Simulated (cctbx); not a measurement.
## Reading a Patterson map

Space group P4/mbm (no. 127), a = 18.2130 Å, b = 18.2130 Å, c = 4.4670 Å, α = 90.00°, β = 90.00°, γ = 90.00°, content Tm4 Dy8 In42 Co14.

The data are simulated with cctbx, not measured: Cu Kα, λ = 1.54184 Å, to d = 0.83 Å, 70 % of the full sphere, strongest reflection 5000 counts, noise from counting, a 1.5 % proportional error and a noise floor of 4 counts (s.d.); no absorption, some extinction.

Patterson synthesis, origin scaled to 1000:

```text
Patterson group P 4/m m m
      u       v       w   height  length (A)
  0.000   0.000   0.000   1000.0     0.00
  0.203   0.203   0.500    269.5     5.70
  0.035   0.126   0.500    225.9     3.26
  0.071   0.243   0.000    209.3     4.61
  0.089   0.161   0.000    196.9     3.36
  0.140   0.500   0.000    189.3     9.46
  0.059   0.282   0.500    159.9     5.70
  0.266   0.465   0.500    147.3    10.01
  0.000   0.419   0.000    144.1     7.62
  0.344   0.500   0.000    134.3    11.05
  0.103   0.365   0.500    128.2     7.27
  0.000   0.462   0.500    126.3     8.71
  0.220   0.326   0.000    124.4     7.17
  0.135   0.441   0.500    113.8     8.69
```

**Question.** Which atom pairs make the peaks, and where is the heaviest atom?

A peak at u stands for all pairs with xi − xj = u, with weight Σ ZiZj against Σ Z² = 164940 at the origin. Peak heights follow these weights only roughly, since form factors, motion and series ripples differ, all vectors within 0.55 Å of a peak are counted as merged into it though the farther ones add only part of their weight, and F(000) is left out, which lowers the whole map:

| u | v | w | shortest length (Å) | height | 1000 ΣZiZj/ΣZ² | pairs in the cell |
| --- | --- | --- | --- | --- | --- | --- |
| 0.203 | 0.203 | 0.500 | 5.69 | 270 | 421 | 12 × In–In, 8 × Dy–In, 6 × In–Co, 2 × Tm–In |
| 0.035 | 0.126 | 0.500 | 3.27 | 226 | 382 | 8 × Dy–In, 10 × In–In, 2 × Tm–In, 2 × Tm–Co, 2 × In–Co |
| 0.071 | 0.243 | 0.000 | 4.61 | 209 | 267 | 13 × In–In, 2 × Dy–Dy, 2 × In–Co, 2 × Co–Co |
| 0.089 | 0.161 | 0.000 | 3.35 | 197 | 297 | 6 × Dy–In, 8 × In–In, 2 × Tm–In, 2 × Dy–Co |
| 0.140 | 0.500 | 0.000 | 9.46 | 189 | 271 | 10 × In–In, 4 × Tm–In, 4 × Dy–Co |
| 0.059 | 0.282 | 0.500 | 5.70 | 160 | 317 | 6 × In–In, 4 × Dy–In, 2 × Tm–Dy, 2 × Tm–In, 4 × In–Co, 2 × Tm–Co |
| 0.266 | 0.465 | 0.500 | 10.01 | 147 | 233 | 10 × In–In, 2 × Tm–Dy, 4 × In–Co |
| 0.000 | 0.419 | 0.000 | 7.63 | 144 | 239 | 8 × Dy–In, 4 × Tm–In |
| 0.344 | 0.500 | 0.000 | 11.05 | 134 | 169 | 8 × In–In, 2 × Dy–Dy |
| 0.103 | 0.365 | 0.500 | 7.26 | 128 | 204 | 6 × In–In, 4 × Dy–In, 2 × Tm–Co, 2 × In–Co |

The table stops at ten peaks or at a height of 45, below which ripples compete. In the model behind the data Tm, the heaviest element, has 1 independent site: (0.6077, 0.8923, 1/2), up to an allowed shift of origin. No listed peak is a Tm–Tm vector, so the position follows from the cell content and the cross vectors. Elements of similar Z can't be told apart from the map alone. The whole model:

```csv
atom,mult.,x,y,z,Ueq (Å²)
Tm1,4,0.6077,0.8923,1/2,0.0058
Dy1,8,0.9130,0.8411,0,0.0050
In1,8,0.9570,0.7292,1/2,0.0044
In2,8,0.7916,0.8200,1/2,0.0041
In3,8,0.8865,0.9657,1/2,0.0045
In4,8,0.7392,0.9268,0,0.0050
In5,4,0.9246,0.5754,1/2,0.0042
In6,4,0.8201,0.6799,0,0.0042
In7,2,1/2,0,0,0.0055
Co1,2,0,0,0,0.0060
Co2,8,0.8511,0.5360,0,0.0043
Co3,4,0.7194,0.7806,0,0.0052
```

The model is made up (kin elements in a known structure type, no relaxation), so it says nothing on whether the phase exists.

[Logs are printed without paths, hosts, clocks, repeated set-up lines and the standing remarks that a program may print on its own settings, such as how far it seeks lower states.]
